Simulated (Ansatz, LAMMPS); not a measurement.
**A frame of aqueous Cs+ and OH-, 1.9 mol of salt per kg of water from 300 K (93 atoms): where an added charge goes**

Does an extra electron or hole in a frame of aqueous Cs+ and OH-, 1.9 mol of salt per kg of water from 300 K (93 atoms) stay spread out, or do the atoms trap it?

Program: Ansatz 0.2.0. Level of theory: Kohn-Sham DFT, PBE+D3(BJ), PAW (set soft_2), plane waves. Results are calculated unless marked as measured.

## Step 1: Set-up

The cell holds 93 atoms: 31 O, 61 H and 1 Cs. Its edges and angles: a = 9.768 Å, b = 9.768 Å, c = 9.768 Å, α = 90.0°, β = 90.0°, γ = 90.0°. 30 H2O, 1 Cs+, 1 OH- placed at random, at 1.23 g/cm³; overlaps pushed apart, then 10 ps at 420 K with Joung-Cheatham ions (J. Phys. Chem. B 112, 9020 (2008)); MMFF94 bonds, angles, torsions, charges and radii (Halgren, J. Comput. Chem. 17, 490 (1996)) in harmonic and 12-6 forms; SPC/E water (Berendsen, Grigera and Straatsma, J. Phys. Chem. 91, 6269 (1987)). Snapshot after 20 ps at 300 K and fixed volume.

What the set-up can't give: The network of contacts between molecules at the start is that of the classical potential that made the cell, and needn't be the one that DFT or experiment would give. Sampling is at Γ alone, for a cell whose shortest periodic width is 10 Å. No spin–orbit coupling is included, so levels derived from the heavy atoms are approximate. The liquid is relaxed first, so the results are those of a frozen frame at zero temperature.

## Step 2: Single point at the start

A single point comes first, to see the forces before anything moves.

The input, input.yaml:

```yaml
crystal:
  lattice:
    - [9.76803, 0.0, 0.0]
    - [0.0, 9.76803, 0.0]
    - [0.0, 0.0, 9.76803]
  atoms:
    - { symbol: O, position: [0.77685, 0.23878, 0.21432] }
    - { symbol: H, position: [0.81217, 0.30402, 0.28487] }
    - { symbol: H, position: [0.80782, 0.14389, 0.23706] }
    - { symbol: O, position: [0.82812, 0.43438, 0.59584] }
    - { symbol: H, position: [0.74851, 0.49494, 0.61764] }
    - { symbol: H, position: [0.91127, 0.46832, 0.64498] }
    - { symbol: O, position: [0.98952, 0.49705, 0.01432] }
    - { symbol: H, position: [0.04771, 0.57523, 0.98297] }
    - { symbol: H, position: [0.89423, 0.53023, 0.03162] }
    - { symbol: O, position: [0.40145, 0.90172, 0.78139] }
    - { symbol: H, position: [0.33693, 0.84308, 0.83505] }
    - { symbol: H, position: [0.37388, 0.9999, 0.79043] }
    - { symbol: O, position: [0.27396, 0.66344, 0.55434] }
    - { symbol: H, position: [0.2507, 0.69481, 0.64897] }
    - { symbol: H, position: [0.3627, 0.61242, 0.55614] }
    - { symbol: O, position: [0.05074, 0.69079, 0.38323] }
    - { symbol: H, position: [0.00028, 0.77131, 0.42134] }
    - { symbol: H, position: [0.13252, 0.67105, 0.44156] }
    - { symbol: O, position: [0.29184, 0.18345, 0.79856] }
    - { symbol: H, position: [0.19033, 0.17904, 0.78608] }
    - { symbol: H, position: [0.31708, 0.27285, 0.8416] }
    - { symbol: O, position: [0.31999, 0.40613, 0.95931] }
    - { symbol: H, position: [0.3504, 0.41478, 0.05668] }
    - { symbol: H, position: [0.28944, 0.49756, 0.92485] }
    - { symbol: O, position: [0.03194, 0.80063, 0.12357] }
    - { symbol: H, position: [0.08858, 0.77653, 0.04177] }
    - { symbol: H, position: [0.07954, 0.76906, 0.20853] }
    - { symbol: O, position: [0.51331, 0.54397, 0.55831] }
    - { symbol: H, position: [0.55707, 0.58386, 0.4748] }
    - { symbol: H, position: [0.50316, 0.44279, 0.54649] }
    - { symbol: O, position: [0.239, 0.37292, 0.41772] }
    - { symbol: H, position: [0.28793, 0.28406, 0.4039] }
    - { symbol: H, position: [0.20048, 0.37628, 0.51251] }
    - { symbol: O, position: [0.46274, 0.26895, 0.56935] }
    - { symbol: H, position: [0.52926, 0.19164, 0.56049] }
    - { symbol: H, position: [0.38226, 0.23852, 0.62484] }
    - { symbol: O, position: [0.253, 0.09916, 0.35396] }
    - { symbol: H, position: [0.33185, 0.04554, 0.31672] }
    - { symbol: H, position: [0.19512, 0.03844, 0.41266] }
    - { symbol: O, position: [0.93884, 0.41866, 0.35066] }
    - { symbol: H, position: [0.91997, 0.41062, 0.45096] }
    - { symbol: H, position: [0.9781, 0.51106, 0.33062] }
    - { symbol: O, position: [0.54098, 0.9885, 0.56821] }
    - { symbol: H, position: [0.47075, 0.96244, 0.49843] }
    - { symbol: H, position: [0.52589, 0.93424, 0.65371] }
    - { symbol: O, position: [0.74112, 0.74213, 0.06419] }
    - { symbol: H, position: [0.69491, 0.83081, 0.04228] }
    - { symbol: H, position: [0.84189, 0.75756, 0.07358] }
    - { symbol: O, position: [0.3726, 0.70852, 0.06681] }
    - { symbol: H, position: [0.38572, 0.61079, 0.09432] }
    - { symbol: H, position: [0.29675, 0.71481, 0.99834] }
    - { symbol: O, position: [0.89058, 0.99803, 0.24709] }
    - { symbol: H, position: [0.93525, 0.9225, 0.19436] }
    - { symbol: H, position: [0.8654, 0.96424, 0.34039] }
    - { symbol: O, position: [0.68704, 0.61132, 0.75906] }
    - { symbol: H, position: [0.59999, 0.60045, 0.70629] }
    - { symbol: H, position: [0.66547, 0.62296, 0.85845] }
    - { symbol: O, position: [0.66738, 0.6056, 0.3082] }
    - { symbol: H, position: [0.75144, 0.55077, 0.32843] }
    - { symbol: H, position: [0.68514, 0.66704, 0.22826] }
    - { symbol: O, position: [0.41159, 0.46898, 0.21977] }
    - { symbol: H, position: [0.50179, 0.475, 0.26781] }
    - { symbol: H, position: [0.33679, 0.45832, 0.28885] }
    - { symbol: O, position: [0.9372, 0.82585, 0.75852] }
    - { symbol: H, position: [0.0144, 0.78056, 0.80822] }
    - { symbol: H, position: [0.85215, 0.76991, 0.76938] }
    - { symbol: O, position: [0.68582, 0.00114, 0.00188] }
    - { symbol: H, position: [0.60752, 0.02645, 0.94098] }
    - { symbol: H, position: [0.75609, 0.07556, 0.99983] }
    - { symbol: O, position: [0.43887, 0.93847, 0.2164] }
    - { symbol: H, position: [0.40868, 0.84932, 0.17614] }
    - { symbol: H, position: [0.53446, 0.95899, 0.18604] }
    - { symbol: O, position: [0.09391, 0.47597, 0.72866] }
    - { symbol: H, position: [0.04114, 0.42676, 0.80129] }
    - { symbol: H, position: [0.13806, 0.55909, 0.76896] }
    - { symbol: O, position: [0.80299, 0.91522, 0.47879] }
    - { symbol: H, position: [0.70393, 0.9311, 0.49913] }
    - { symbol: H, position: [0.84954, 0.87863, 0.5623] }
    [... 9 atom lines left out ...]
    - { symbol: O, position: [0.11614, 0.94626, 0.52942] }
    - { symbol: H, position: [0.15486, 0.85188, 0.53812] }
    - { symbol: H, position: [0.08706, 0.97984, 0.62165] }
    - { symbol: O, position: [0.16956, 0.6956, 0.88428] }
    - { symbol: H, position: [0.15802, 0.79487, 0.87685] }
    - { symbol: Cs, position: [0.08077, 0.23627, 0.13759] }
kpoints:
  mp_grid: { grid: [1, 1, 1] }
hamiltonian:
  xc: pbe
  dispersion: d3bj
scf:
  occupations: { method: fixed }
output:
  forces: true
```

Run with:

```sh
ansatz run input.yaml --threads 4 --pin off --max-ram 8192MiB --backend cpu --events-out ev --progress --plain --runs-dir out
```

Numbers of over 12 decimals in the logs are rounded to 6 here.

What it wrote:

```text
[...]
Pseudopotentials: kind: paw
Pseudopotential: O, paw, valence charge 6, recommended cutoff 420 eV (normal), O.paw.azcp
Pseudopotential: H, paw, valence charge 1, recommended cutoff 420 eV (normal), H.paw.azcp
Pseudopotential: Cs, paw, valence charge 9, recommended cutoff 420 eV (normal), Cs.paw.azcp
[...]
Crystal: 93 atoms, lattice volume = 932.011 Å³
Basis set: ecut = 420 eV, 18277 PW (Γ), exchange–correlation on 144×144×144 points (8 copies of the dense FFT grid, shifted against one another)
Bands: 221, of which v1, the nominal top of the filled ones, is band 128 counted from 1 (127 counted from 0)
Symmetry: 1 space group operations
Space group: P1 (ITA 1), of the structure as read, at distance tolerance 9.8e-5 Å
k-points: 1
[...]
Initial density: superposition of atomic densities (neutral atoms: chi_scale 0, normalization atom), corrected by the library's trained network
Initial wavefunctions: pseudopotential atomic-orbital guess
[...]
SCF iter   1: F=—  HF=-24245.945177 eV  |F-HF|=—  |Δ(HF+E_count)|=         —  Δρ=3.13e-3  dr2=1.03e-1  ethr=1.77e-3  ⟨swp⟩=5.0  Hψ=723  notcnv=0  defer=91
preconditioner: auto → Resta (q_TF=auto, 2.200 Å⁻¹)  ε∞=2.2  [insulator: Δε(μ)=4.219 eV  Ē_g=17.685 eV  n_scr=170 (ndim 8)  ℏωp=19.5 eV  f_vac=0.241  ε∞_Penn≈2.2]
SCF iter   2: F=—  HF=-24245.888917 eV  |F-HF|=—  |Δ(HF+E_count)|=   5.63e-2  Δρ=1.60e-3  dr2=2.15e-2  ethr=4.03e-5  ⟨swp⟩=2.0  Hψ=294  notcnv=0  defer=91
SCF iter   3: F=—  HF=-24245.874455 eV  |F-HF|=—  |Δ(HF+E_count)|=   1.45e-2  Δρ=6.31e-4  dr2=5.65e-3  ethr=8.41e-6  ⟨swp⟩=3.0  Hψ=234  notcnv=0  defer=33
automatic band count: iteration 3 solves 163 bands in place of 221: the levels show a gap, and the empty bands left out lie too high to hold charge; the band table lists the bands solved (type scf.n_extra_bands for more)
SCF iter   4: F=—  HF=-24245.872557 eV  |F-HF|=—  |Δ(HF+E_count)|=   1.90e-3  Δρ=1.76e-4  dr2=3.13e-4  ethr=2.21e-6  ⟨swp⟩=3.0  Hψ=234  notcnv=0  defer=33
SCF iter   5: F=—  HF=-24245.872630 eV  |F-HF|=—  |Δ(HF+E_count)|=   7.30e-5  Δρ=1.05e-4  dr2=7.92e-5  ethr=1.22e-7  ⟨swp⟩=2.0  Hψ=265  notcnv=0  defer=33
SCF iter   6: F=—  HF=-24245.873457 eV  |F-HF|=—  |Δ(HF+E_count)|=   8.26e-4  Δρ=3.39e-5  dr2=8.00e-6  ethr=3.09e-8  ⟨swp⟩=2.0  Hψ=291  notcnv=0  defer=30
SCF iter   7: F=—  HF=-24245.873457 eV  |F-HF|=—  |Δ(HF+E_count)|=   5.30e-7  Δρ=1.02e-5  dr2=8.06e-7  ethr=3.13e-9  ⟨swp⟩=3.0  Hψ=287  notcnv=0  defer=30
SCF iter   8: F=—  HF=-24245.873457 eV  |F-HF|=—  |Δ(HF+E_count)|=   2.71e-7  Δρ=5.25e-6  dr2=2.22e-7  ethr=3.15e-10  ⟨swp⟩=3.0  Hψ=316  notcnv=0  defer=31
SCF iter   9: F=-24245.873457 eV  HF=-24245.873457 eV  |F-HF|=6.76e-9  |Δ(HF+E_count)|=   1.00e-8  Δρ=1.21e-6  dr2=1.33e-8  ethr=3.91e-11  ⟨swp⟩=5.0  Hψ=542  notcnv=0
SCF 1 converged in 9 iterations: F = -24245.873457 eV  dr2 = 1.33e-8
[...]
SCF converged after 9 iterations
Free energy (F): -24245.873457 eV
Harris-Foulkes:  -24245.873457 eV  (|F-HF|=6.76e-9)
Internal energy: -24245.873457 eV  (E = F + TS)
E sigma→0 (E₀):  -24245.873457 eV
Fermi energy:    -1.856042 eV
--- Per-component energies (eV) ---
[...]
Σ components = -24245.873457   (vs F -24245.873457, Δ=0.00e0)
--- Forces (eV/Å), atoms counted from 1 ---
  atom   1  O     -0.20213829     0.27944088     0.49265534
  atom   2  H      0.03884835    -0.52360627    -0.66665650
  atom   3  H     -0.00832872     0.20084779    -0.15907410
  atom   4  O      0.05529588     0.04263407     0.31344335
[...]
atom  93  Cs     0.25719727    -0.18053611    -0.05521313
  max |Σ_I F_I| component: 1.20e-5 eV/Å
```

Wall time 5 s (4 threads of Arm Neoverse V1, shared host); peak memory 0.94 GiB.

In the SCF lines HF is the Harris–Foulkes energy and dr2 the Hartree energy of the density residual, in eV; the loop may stop once dr2 is under the threshold and the program's other checks hold. Hψ counts applications of the Hamiltonian.

The r.m.s. force at the start is 0.53 eV/Å.

## Step 3: Relaxation

The atoms are relaxed in the fixed cell, aiming at the force tolerance of the input.

The input, input.yaml:

```yaml
crystal:
  lattice:
    - [9.76803, 0.0, 0.0]
    - [0.0, 9.76803, 0.0]
    - [0.0, 0.0, 9.76803]
  atoms:
    [... the 93 atom lines of step 2 ...]
kpoints:
  mp_grid: { grid: [1, 1, 1] }
hamiltonian:
  xc: pbe
  dispersion: d3bj
scf:
  occupations: { method: fixed }
output:
  forces: true
relax:
  f_tol: 0.06
  max_steps: 150
```

What it wrote:

```text
[...]
Crystal: 93 atoms, lattice volume = 932.011 Å³
Basis set: ecut = 420 eV, 18277 PW (Γ), exchange–correlation on 144×144×144 points (8 copies of the dense FFT grid, shifted against one another)
Bands: 221, of which v1, the nominal top of the filled ones, is band 128 counted from 1 (127 counted from 0)
Symmetry: 1 space group operations
[...]
k-points: 1
[...]
SCF iter   1: F=—  HF=-24245.945177 eV  |F-HF|=—  |Δ(HF+E_count)|=         —  Δρ=3.13e-3  dr2=1.03e-1  ethr=1.77e-3  ⟨swp⟩=5.0  Hψ=723  notcnv=0  defer=91
[...]
SCF iter   6: F=-24245.873454 eV  HF=-24245.873457 eV  |F-HF|=2.96e-6  |Δ(HF+E_count)|=   1.08e-5  Δρ=3.38e-5  dr2=8.05e-6  ethr=3.09e-8  ⟨swp⟩=5.0  Hψ=521  notcnv=0
SCF 1 converged in 6 iterations: F = -24245.873454 eV  dr2 = 8.05e-6
[...]
relax step   1: F+E_penalty+E_count = -24245.87345364 eV  Δ(F+E_penalty+E_count) = +0.000e0 eV  max|allowed force component| = 1.388e0 eV/Å  Δτ_max = 0.0000 Å  (6 SCF iters, dr2 threshold 9.00e-5 eV, accepted)
[... from here on, the SCF cycles and remarks between the steps are left out ...]
relax step   2: F+E_penalty+E_count = -24248.06320011 eV  Δ(F+E_penalty+E_count) = -2.190e0 eV  max|allowed force component| = 8.885e-1 eV/Å  Δτ_max = 0.1948 Å  (6 SCF iters, dr2 threshold 1.00e-4 eV, accepted)
relax step   3: F+E_penalty+E_count = -24249.03722094 eV  Δ(F+E_penalty+E_count) = -9.740e-1 eV  max|allowed force component| = 7.208e-1 eV/Å  Δτ_max = 0.2000 Å  (7 SCF iters, dr2 threshold 4.93e-5 eV, accepted)
relax step   4: F+E_penalty+E_count = -24249.66274069 eV  Δ(F+E_penalty+E_count) = -6.255e-1 eV  max|allowed force component| = 5.279e-1 eV/Å  Δτ_max = 0.1929 Å  (6 SCF iters, dr2 threshold 1.00e-4 eV, accepted)
relax step   5: F+E_penalty+E_count = -24250.05168339 eV  Δ(F+E_penalty+E_count) = -3.889e-1 eV  max|allowed force component| = 5.039e-1 eV/Å  Δτ_max = 0.1950 Å  (6 SCF iters, dr2 threshold 1.00e-4 eV, accepted)
relax step   6: F+E_penalty+E_count = -24250.30080419 eV  Δ(F+E_penalty+E_count) = -2.491e-1 eV  max|allowed force component| = 3.990e-1 eV/Å  Δτ_max = 0.2000 Å  (6 SCF iters, dr2 threshold 1.00e-4 eV, accepted)
relax step   7: F+E_penalty+E_count = -24250.46870314 eV  Δ(F+E_penalty+E_count) = -1.679e-1 eV  max|allowed force component| = 6.777e-1 eV/Å  Δτ_max = 0.1946 Å  (6 SCF iters, dr2 threshold 9.98e-5 eV, accepted)
relax step   8: F+E_penalty+E_count = -24250.62962746 eV  Δ(F+E_penalty+E_count) = -1.609e-1 eV  max|allowed force component| = 1.741e-1 eV/Å  Δτ_max = 0.1947 Å  (6 SCF iters, dr2 threshold 1.00e-4 eV, accepted)
relax step   9: F+E_penalty+E_count = -24250.77411578 eV  Δ(F+E_penalty+E_count) = -1.445e-1 eV  max|allowed force component| = 6.478e-1 eV/Å  Δτ_max = 0.1956 Å  (9 SCF iters, accepted)
relax step  10: F+E_penalty+E_count = -24250.91827999 eV  Δ(F+E_penalty+E_count) = -1.442e-1 eV  max|allowed force component| = 4.109e-1 eV/Å  Δτ_max = 0.1944 Å  (7 SCF iters, dr2 threshold 2.77e-5 eV, accepted)
relax step  11: F+E_penalty+E_count = -24251.00603294 eV  Δ(F+E_penalty+E_count) = -8.775e-2 eV  max|allowed force component| = 8.346e-1 eV/Å  Δτ_max = 0.1944 Å  (6 SCF iters, dr2 threshold 6.79e-5 eV, accepted)
relax step  12: F+E_penalty+E_count = -24251.00664851 eV  Δ(F+E_penalty+E_count) = -6.156e-4 eV  max|allowed force component| = 1.670e0 eV/Å  Δτ_max = 0.1737 Å  (6 SCF iters, dr2 threshold 1.00e-4 eV, accepted)
relax step  13: F+E_penalty+E_count = -24251.08846262 eV  Δ(F+E_penalty+E_count) = -8.181e-2 eV  max|allowed force component| = 5.591e-1 eV/Å  Δτ_max = 0.1198 Å  (6 SCF iters, dr2 threshold 1.00e-4 eV, accepted)
relax step  14: F+E_penalty+E_count = -24251.13706561 eV  Δ(F+E_penalty+E_count) = -4.860e-2 eV  max|allowed force component| = 6.601e-1 eV/Å  Δτ_max = 0.1946 Å  (6 SCF iters, dr2 threshold 3.51e-5 eV, accepted)
relax step  15: F+E_penalty+E_count = -24251.16536534 eV  Δ(F+E_penalty+E_count) = -2.830e-2 eV  max|allowed force component| = 5.288e-1 eV/Å  Δτ_max = 0.1951 Å  (6 SCF iters, dr2 threshold 4.89e-5 eV, accepted)
relax step  16: F+E_penalty+E_count = -24251.19321595 eV  Δ(F+E_penalty+E_count) = -2.785e-2 eV  max|allowed force component| = 6.141e-1 eV/Å  Δτ_max = 0.1199 Å  (6 SCF iters, dr2 threshold 1.00e-4 eV, accepted)
relax step  17: F+E_penalty+E_count = -24251.22465639 eV  Δ(F+E_penalty+E_count) = -3.144e-2 eV  max|allowed force component| = 5.063e-1 eV/Å  Δτ_max = 0.1350 Å  (6 SCF iters, dr2 threshold 1.00e-4 eV, accepted)
relax step  18: F+E_penalty+E_count = -24251.25157024 eV  Δ(F+E_penalty+E_count) = -2.691e-2 eV  max|allowed force component| = 4.060e-1 eV/Å  Δτ_max = 0.0948 Å  (5 SCF iters, dr2 threshold 1.00e-4 eV, accepted)
relax step  19: F+E_penalty+E_count = -24251.27715147 eV  Δ(F+E_penalty+E_count) = -2.558e-2 eV  max|allowed force component| = 4.503e-1 eV/Å  Δτ_max = 0.1225 Å  (6 SCF iters, dr2 threshold 1.00e-4 eV, accepted)
relax step  20: F+E_penalty+E_count = -24251.30382684 eV  Δ(F+E_penalty+E_count) = -2.668e-2 eV  max|allowed force component| = 3.177e-1 eV/Å  Δτ_max = 0.0696 Å  (5 SCF iters, dr2 threshold 1.00e-4 eV, accepted)
relax step  21: F+E_penalty+E_count = -24251.32253259 eV  Δ(F+E_penalty+E_count) = -1.871e-2 eV  max|allowed force component| = 5.889e-1 eV/Å  Δτ_max = 0.1951 Å  (6 SCF iters, dr2 threshold 5.02e-5 eV, accepted)
relax step  22: F+E_penalty+E_count = -24251.33499070 eV  Δ(F+E_penalty+E_count) = -1.246e-2 eV  max|allowed force component| = 3.830e-1 eV/Å  Δτ_max = 0.0759 Å  (5 SCF iters, dr2 threshold 1.00e-4 eV, accepted)
relax step  23: F+E_penalty+E_count = -24251.34346634 eV  Δ(F+E_penalty+E_count) = -8.476e-3 eV  max|allowed force component| = 1.698e-1 eV/Å  Δτ_max = 0.2000 Å  (6 SCF iters, dr2 threshold 6.21e-5 eV, accepted)
relax step  24: F+E_penalty+E_count = -24251.36763216 eV  Δ(F+E_penalty+E_count) = -2.417e-2 eV  max|allowed force component| = 1.456e-1 eV/Å  Δτ_max = 0.0995 Å  (7 SCF iters, dr2 threshold 5.66e-6 eV, accepted)
relax step  25: F+E_penalty+E_count = -24251.38339012 eV  Δ(F+E_penalty+E_count) = -1.576e-2 eV  max|allowed force component| = 1.878e-1 eV/Å  Δτ_max = 0.1384 Å  (8 SCF iters, dr2 threshold 4.17e-6 eV, accepted)
relax step  26: F+E_penalty+E_count = -24251.41047248 eV  Δ(F+E_penalty+E_count) = -2.708e-2 eV  max|allowed force component| = 4.043e-1 eV/Å  Δτ_max = 0.1938 Å  (6 SCF iters, dr2 threshold 2.59e-5 eV, accepted)
relax step  27: F+E_penalty+E_count = -24251.45004158 eV  Δ(F+E_penalty+E_count) = -3.957e-2 eV  max|allowed force component| = 2.743e-1 eV/Å  Δτ_max = 0.1903 Å  (5 SCF iters, dr2 threshold 1.00e-4 eV, accepted)
relax step  28: F+E_penalty+E_count = -24251.49858462 eV  Δ(F+E_penalty+E_count) = -4.854e-2 eV  max|allowed force component| = 3.590e-1 eV/Å  Δτ_max = 0.1946 Å  (5 SCF iters, dr2 threshold 3.46e-5 eV, accepted)
relax step  29: F+E_penalty+E_count = -24251.55789052 eV  Δ(F+E_penalty+E_count) = -5.931e-2 eV  max|allowed force component| = 3.488e-1 eV/Å  Δτ_max = 0.1960 Å  (5 SCF iters, dr2 threshold 5.93e-5 eV, accepted)
relax step  30: F+E_penalty+E_count = -24251.60837989 eV  Δ(F+E_penalty+E_count) = -5.049e-2 eV  max|allowed force component| = 5.373e-1 eV/Å  Δτ_max = 0.1926 Å  (6 SCF iters, dr2 threshold 1.00e-4 eV, accepted)
relax step  31: F+E_penalty+E_count = -24251.65336301 eV  Δ(F+E_penalty+E_count) = -4.498e-2 eV  max|allowed force component| = 1.032e-1 eV/Å  Δτ_max = 0.2000 Å  (6 SCF iters, dr2 threshold 1.00e-4 eV, accepted)
relax step  32: F+E_penalty+E_count = -24251.66971173 eV  Δ(F+E_penalty+E_count) = -1.635e-2 eV  max|allowed force component| = 1.696e-1 eV/Å  Δτ_max = 0.1047 Å  (9 SCF iters, accepted)
relax step  33: F+E_penalty+E_count = -24251.68412794 eV  Δ(F+E_penalty+E_count) = -1.442e-2 eV  max|allowed force component| = 3.893e-1 eV/Å  Δτ_max = 0.1881 Å  (9 SCF iters, accepted)
relax step  34: F+E_penalty+E_count = -24251.70049180 eV  Δ(F+E_penalty+E_count) = -1.636e-2 eV  max|allowed force component| = 4.731e-1 eV/Å  Δτ_max = 0.1923 Å  (5 SCF iters, dr2 threshold 1.00e-4 eV, accepted)
relax step  35: F+E_penalty+E_count = -24251.71808929 eV  Δ(F+E_penalty+E_count) = -1.760e-2 eV  max|allowed force component| = 3.653e-1 eV/Å  Δτ_max = 0.1447 Å  (5 SCF iters, dr2 threshold 1.00e-4 eV, accepted)
relax step  36: F+E_penalty+E_count = -24251.73055242 eV  Δ(F+E_penalty+E_count) = -1.246e-2 eV  max|allowed force component| = 1.199e-1 eV/Å  Δτ_max = 0.1560 Å  (5 SCF iters, dr2 threshold 7.95e-5 eV, accepted)
relax step  37: F+E_penalty+E_count = -24251.73300250 eV  Δ(F+E_penalty+E_count) = -2.450e-3 eV  max|allowed force component| = 7.083e-2 eV/Å  Δτ_max = 0.0917 Å  (8 SCF iters, accepted)
relax step  38: F+E_penalty+E_count = -24251.73191008 eV  Δ(F+E_penalty+E_count) = +1.092e-3 eV  max|allowed force component| = 5.870e-2 eV/Å  Δτ_max = 0.0803 Å  (8 SCF iters, rejected (line search))
relax step  39: F+E_penalty+E_count = -24251.73680272 eV  Δ(F+E_penalty+E_count) = -3.800e-3 eV  max|allowed force component| = 1.793e-2 eV/Å  Δτ_max = 0.0326 Å  (8 SCF iters, accepted)
SCF converged after 8 iterations
Free energy (F): -24251.736803 eV
[...]
Internal energy: -24251.736803 eV  (E = F + TS)
E sigma→0 (E₀):  -24251.736803 eV
Fermi energy:    -2.170101 eV
[...]
Σ components = -24251.736803   (vs F -24251.736803, Δ=0.00e0)
--- Forces (eV/Å), atoms counted from 1 ---
  atom   1  O      0.00390764     0.00041121     0.00086292
  atom   2  H     -0.00201252    -0.00164460    -0.00024327
  atom   3  H     -0.00163052     0.00089979     0.00055936
  atom   4  O      0.00330397     0.00014435     0.00027182
[...]
atom  93  Cs    -0.00194248    -0.00286101     0.00226233
  max |Σ_I F_I| component: 9.66e-6 eV/Å
--- Relaxed structure (39 steps of the walk, 38 accepted, 0 SCFs on fresh bases) ---
  F+E_penalty+E_count = -24251.73680272 eV   max|allowed force component| = 1.793e-2 eV/Å
  atoms:
    - { symbol: O, position: [0.705942, 0.268539, 0.342146] }
    - { symbol: H, position: [0.776077, 0.337901, 0.368756] }
    - { symbol: H, position: [0.754275, 0.179637, 0.332051] }
    - { symbol: O, position: [0.838883, 0.429641, 0.694304] }
[...]
- { symbol: Cs, position: [0.072810, 0.169459, 0.085287] }
```

It took 2.2 min on 4 threads; peak memory 0.93 GiB; 8.3 min of CPU time.

The relaxation converged after 39 steps, 5.86 eV below its start, with a largest force component of 0.018 eV/Å.

(Part 1 of 4 ends here.)

[Logs are printed without paths, hosts, clocks, repeated set-up lines and the standing remarks that a program may print on its own settings, such as how far it seeks lower states.]

[Hosts, paths, dates, database ids (printed as entryN), source tags and the programs' standing remarks are cut or masked in the printed files.]

[The MMFF94 radii named for the starting cell were scaled by 0.96; in molecules described by MMFF94, hydrogen bound to N, O or S took a small fixed 12-6 site in their place.]
